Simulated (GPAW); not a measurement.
# Ga3Sb: optical spectrum from first principles, part 2 of 2

Aim: the dielectric function of Ga3Sb, and the optical constants that follow from it.

GPAW 26.7.0; DFT, RPBE, plane-wave PAW (GPAW data sets), scalar-relativistic, RPA, optical limit.

So far. Step 2 (Ground state): There are states at the Fermi level within the smearing, so the occupations stay smeared and the carriers get a Drude term.

## (4) Dielectric function, RPA

Local fields let the induced charge screen the field inside the cell, which as a rule lowers ε, most along directions where the density is uneven.

This step: DFT, RPBE, plane-wave PAW (GPAW data sets), scalar-relativistic, RPA, optical limit (GPAW 26.7.0).

The input, df.py:

```python
from gpaw.response.df import DielectricFunction

df = DielectricFunction('full.gpw', frequencies={'type': 'nonlinear', 'domega0': 0.03, 'omega2': 8},
                        ecut=30,
                        eta=0.2,
                        nbands=55,
                        rate=0.1,
                        txt='df.txt')
for direction in ['x', 'z']:
    df.get_dielectric_function(xc='RPA', direction=direction, filename=f'df_{direction}.csv')
```

Command:

```
> OMP_NUM_THREADS=1 python df.py
```

What it wrote:

```text
Using integrator: PointIntegrator
NonLinearFrequencyDescriptor(from 0.000 to 57.539 eV, 483 points)
Nonperiodic BCs:  [False False False]
Using integrator: PointIntegrator
NonLinearFrequencyDescriptor(from 0.000 to 57.539 eV, 483 points)
Nonperiodic BCs:  [False False False]
Using integrator: PointIntegrator

Calculating chi0 body with:
    Ground state adapter containing:
    Number of spins: 1
    Number of kpoints: 1000
    Number of irreducible kpoints: 102
    Number of completely occupied states: 9
    Number of partially occupied states: 14

    Linear response parametrization:
    q_c: [0.0, 0.0, 0.0]
    Number of frequency points: 483
    Planewave cutoff: 30.0
    Number of bands: 55
    Number of planewaves: 33
    Broadening (eta): 0.2

Integrating chi0 body.

Symmetries of q_c:
    Direct symmetries (Uq -> q): 16
    Indirect symmetries (TUq -> q): 0
In total 16 allowed symmetries.

102 groups of equivalent kpoints. 89.8% reduction.

Integral kind: spectral function

Calculating chi0 optical extensions with:
    Ground state adapter containing:
    Number of spins: 1
    Number of kpoints: 1000
    Number of irreducible kpoints: 102
    Number of completely occupied states: 9
    Number of partially occupied states: 14

    Linear response parametrization:
    Number of frequency points: 483
    Planewave cutoff: 30.0
    Number of bands: 55
    Number of planewaves: 33
    Broadening (eta): 0.2
Integrating chi0 head and wings.

Symmetries of q_c:
    Direct symmetries (Uq -> q): 16
    Indirect symmetries (TUq -> q): 0
In total 16 allowed symmetries.

102 groups of equivalent kpoints. 89.8% reduction.

Integral kind: spectral function wings

Calculating drude chi0 with:
    Number of frequency points:483
    Plasma frequency decay rate: 0.1 eV

    Ground state adapter containing:
    Number of spins: 1
    Number of kpoints: 1000
    Number of irreducible kpoints: 102
    Number of completely occupied states: 9
    Number of partially occupied states: 14

Symmetries of q_c:
    Direct symmetries (Uq -> q): 16
    Indirect symmetries (TUq -> q): 0
In total 16 allowed symmetries.

102 groups of equivalent kpoints. 89.8% reduction.

Integral kind: intraband
Plasma frequency:
[[8.98-0.j 0.  +0.j 0.  +0.j]
 [0.  +0.j 8.98-0.j 0.  +0.j]
 [0.  +0.j 0.  +0.j 8.63-0.j]]
```

Wall time 71 s (1 thread of Intel Xeon Platinum 8488C (Sapphire Rapids), shared host); peak memory 0.3 GiB.

Some rows of df_x.csv (energy; Re and Im without local fields; Re and Im with them):

```text
0.000000, 8407.536769, -0.000000, 8405.128960, -0.000000
0.460735, -290.960914, 277.469217, -292.899310, 276.277188
0.943989, -96.169953, 93.317715, -97.093962, 91.564529
1.451455, -49.415600, 42.861173, -49.816591, 41.274058
1.984998, -35.183699, 28.041409, -34.764469, 26.919750
2.546682, -26.681317, 16.779065, -26.061721, 16.293296
3.138794, -19.007906, 10.276198, -18.486151, 9.910835
3.763875, -14.673306, 5.396142, -14.370191, 5.350437
4.424758, -10.582885, 3.503768, -10.332218, 3.465574
5.124608, -7.578203, 2.157115, -7.393368, 2.115899
5.866977, -5.710532, 1.347656, -5.588985, 1.347023
6.655862, -4.174280, 0.903797, -4.081408, 0.902834
7.495775, -3.089916, 0.614479, -3.025510, 0.625651
8.391833, -2.227140, 0.436318, -2.181719, 0.438571
9.349861, -1.546499, 0.338001, -1.521106, 0.322086
10.376517, -1.064514, 0.295513, -1.034297, 0.266379
11.479449, -0.734700, 0.228639, -0.692749, 0.222621
12.667487, -0.423691, 0.179561, -0.387977, 0.175683
13.950874, -0.179954, 0.139978, -0.157017, 0.138854
```

Sum at mesh points, not converged in k. Im ε against photon energy; read off at these points:

```
photon energy (eV)  E ∥ x  E ∥ z
               0.5    241    176
               1.0   84.0   57.9
               1.5   40.1   35.8
               2.0   26.5   24.7
               2.5   17.3   13.2
               3.0   10.9   9.58
               3.5   7.40   6.60
               4.0   4.31   4.48
               4.5   3.21   3.23
               5.0   2.24   2.33
               5.5   1.82   1.77
               6.0   1.26   1.26
               6.5  0.958   1.06
               7.0  0.765  0.742
               7.5  0.624  0.658
               8.0  0.513  0.554
               8.5  0.428  0.418
               9.0  0.347  0.337
               9.5  0.320  0.313
              10.0  0.288  0.293
              10.5  0.270  0.254
              11.0  0.258  0.239
              11.5  0.222  0.222
              12.0  0.209  0.212
              12.5  0.178  0.204
              13.0  0.171  0.164
              13.5  0.155  0.167
              14.0  0.137  0.144
              14.5  0.122  0.132
```

Values under 1 per cm are given as 1; sum at mesh points, not converged in k. Table of absorption coefficient by photon energy:

```
photon energy (eV)  E ∥ x (1/cm)  E ∥ z (1/cm)
             0.492         8.8e5         7.9e5
             1.010         1.1e6         8.8e5
             1.486         1.1e6         9.6e5
             1.985         1.3e6         1.2e6
             2.508         1.4e6         1.2e6
             3.018         1.4e6         1.2e6
             3.510         1.5e6         1.3e6
             3.980         1.5e6         1.3e6
             4.516         1.5e6         1.3e6
             4.981         1.4e6         1.3e6
             5.515         1.4e6         1.3e6
             6.021         1.4e6         1.3e6
             6.494         1.4e6         1.3e6
             6.985         1.4e6         1.2e6
             7.496         1.3e6         1.2e6
             8.026         1.3e6         1.2e6
             8.516         1.3e6         1.1e6
             9.023         1.2e6         1.1e6
             9.483         1.2e6         1.0e6
            10.026         1.1e6         9.7e5
            10.519         1.1e6         8.9e5
            11.029         1.0e6         8.3e5
            11.479         9.8e5         7.8e5
            12.023         9.2e5         7.0e5
            12.504         8.5e5         6.4e5
            13.000         7.7e5         5.4e5
            13.512         6.9e5         4.5e5
            14.040         5.9e5         3.4e5
            14.493         4.7e5         2.7e5
```

Sum at mesh points, not converged in k. Reflectivity at normal incidence against photon energy; read off at these points:

```
photon energy (eV)  E ∥ x (%)  E ∥ z (%)
               0.5       92.4       92.1
               1.0       87.9       85.7
               1.5       84.1       79.5
               2.0       82.6       80.6
               2.5       82.3       80.5
               3.0       81.8       77.5
               3.5       83.0       79.0
               4.0       84.3       78.8
               4.5       84.0       79.2
               5.0       84.0       79.0
               5.5       83.2       79.4
               6.0       84.4       80.1
               6.5       84.5       78.7
               7.0       84.2       80.7
               7.5       83.9       78.4
               8.0       83.5       77.7
               8.5       82.9       78.9
               9.0       82.8       78.3
               9.5       80.6       75.1
              10.0       79.3       72.7
              10.5       76.5       70.4
              11.0       73.8       66.5
              11.5       73.4       62.9
              12.0       70.3       58.0
              12.5       69.2       52.4
              13.0       64.6       50.1
              13.5       61.5       39.5
              14.0       57.3       32.7
              14.5       49.6       23.1
```

Sum at mesh points, not converged in k. Im ε, E ∥ x against photon energy; read off at these points:

```
photon energy (eV)  without local fields  with local fields
               0.5                   242                241
               1.0                  85.7               84.0
               1.5                  41.7               40.1
               2.0                  27.6               26.5
               2.5                  17.8               17.3
               3.0                  11.3               10.9
               3.5                  7.47               7.40
               4.0                  4.40               4.31
               4.5                  3.24               3.21
               5.0                  2.29               2.24
               5.5                  1.82               1.82
               6.0                  1.26               1.26
               6.5                 0.959              0.958
               7.0                 0.765              0.765
               7.5                 0.613              0.624
               8.0                 0.511              0.513
               8.5                 0.426              0.428
               9.0                 0.350              0.347
               9.5                 0.340              0.320
              10.0                 0.304              0.288
              10.5                 0.301              0.270
              11.0                 0.277              0.258
              11.5                 0.228              0.222
              12.0                 0.209              0.209
              12.5                 0.183              0.178
              13.0                 0.170              0.171
              13.5                 0.150              0.155
              14.0                 0.138              0.137
              14.5                 0.124              0.122
```

Sum at mesh points, not converged in k. Table of loss function −Im 1/ε at q → 0 by energy loss; read off at these points:

```
energy loss (eV)    E ∥ x    E ∥ z
             0.5  0.00196  0.00234
             1.0  0.00541  0.00783
             1.5   0.0104   0.0153
             2.0   0.0140   0.0167
             2.5   0.0171   0.0217
             3.0   0.0212   0.0304
             3.5   0.0226   0.0322
             4.0   0.0250   0.0385
             4.5   0.0290   0.0433
             5.0   0.0339   0.0510
             5.5   0.0402   0.0567
             6.0   0.0427   0.0632
             6.5   0.0485   0.0778
             7.0   0.0564   0.0814
             7.5   0.0656    0.107
             8.0   0.0777    0.128
             8.5   0.0930    0.141
             9.0    0.109    0.177
             9.5    0.147    0.255
            10.0    0.184    0.334
            10.5    0.259    0.473
            11.0    0.347    0.697
            11.5    0.427     1.01
            12.0    0.602     1.54
            12.5    0.827     2.34
            13.0     1.30     3.81
            13.5     1.96     5.60
            14.0     3.35     6.78
            14.5     6.36     4.81
```

From ε follow the optical constants at some laser and lamp lines:

```
wavelength (nm)   n x     k x  R (%) x   1/α x   n z     k z  R (%) z   1/α z
           1550  4.71  12.066     89.4   10 nm  3.72  10.576     88.9   12 nm
            800  2.68   7.234     83.7  8.8 nm  2.84   6.245     78.8   10 nm
            532  1.83   5.608     81.4  7.5 nm  1.51   5.120     81.4  8.3 nm
            450  1.32   4.961     82.4  7.2 nm  1.22   4.356     79.6  8.2 nm
            405  1.15   4.534     81.7  7.1 nm  1.17   3.997     77.3  8.1 nm
            365  0.99   4.247     82.0  6.8 nm  0.97   3.775     78.6  7.7 nm
            248  0.40   2.825     84.0  7.0 nm  0.46   2.561     79.0  7.7 nm
```

A polished face would reflect 82 % of daylight and look near white (CIE x = 0.313, y = 0.330 under D65).

## (5) What came out

In words: At this level (RPBE, RPA) Ga3Sb is a metal. The mesh is too coarse to trust the carriers' weight, the reflectivity or the colour to better than tens of per cent. A polished face would reflect 82 % of daylight and look near white (CIE x = 0.313, y = 0.330 under D65). The carriers' damping of 0.1 eV is typed, not computed; it shapes the response at the lowest energies. Spin-orbit coupling is left out although heavy atoms are present. GPAW's carrier term has the form −ωp²/(ω + i·rate)², which damps like twice the rate and fails at low energy, so the curves leave the lowest energies out. The sum runs over mesh points 0.21 Å⁻¹ apart with no interpolation, so peaks are partly noise of the mesh, and the Drude plasma energy, a sum over the Fermi surface, isn't converged.

[Machine, clock and banner lines and Python warnings are left out of the logs.]

[Logs are printed without paths, hosts, clocks, repeated set-up lines and the standing remarks that a program may print on its own settings, such as how far it seeks lower states.]

[Hosts, paths, dates, database ids (printed as entryN), source tags and the programs' standing remarks are cut or masked in the printed files.]
